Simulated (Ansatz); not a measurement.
# Work function of bcc Ba face by face (PBEsol)

Does the work function of Ba follow how densely a face is packed?

All values are computed: Ansatz 0.2.0, PBEsol, plane waves, scalar-relativistic unless marked; slabs or sheets with vacuum, the vacuum level from the planar mean of the electrostatic potential.

```
 face  atoms in the slab  top-layer atoms per Å²  work function (eV)
(111)                 12                   0.023                2.40
(211)                  8                   0.032                2.39
(100)                  6                   0.040                2.41
(110)                  4                   0.056                2.44
```

The densest face listed is +0.04 eV against the most open one. The difference is within the scatter of thin slabs and meshes, so no order can be read.

The slabs are 1×1 cuts on the parent's lattice, 10.2 to 15.5 Å between the outer relaxed layers.

[Logs are printed without paths, hosts, clocks, repeated set-up lines and the standing remarks that a program may print on its own settings, such as how far it seeks lower states.]
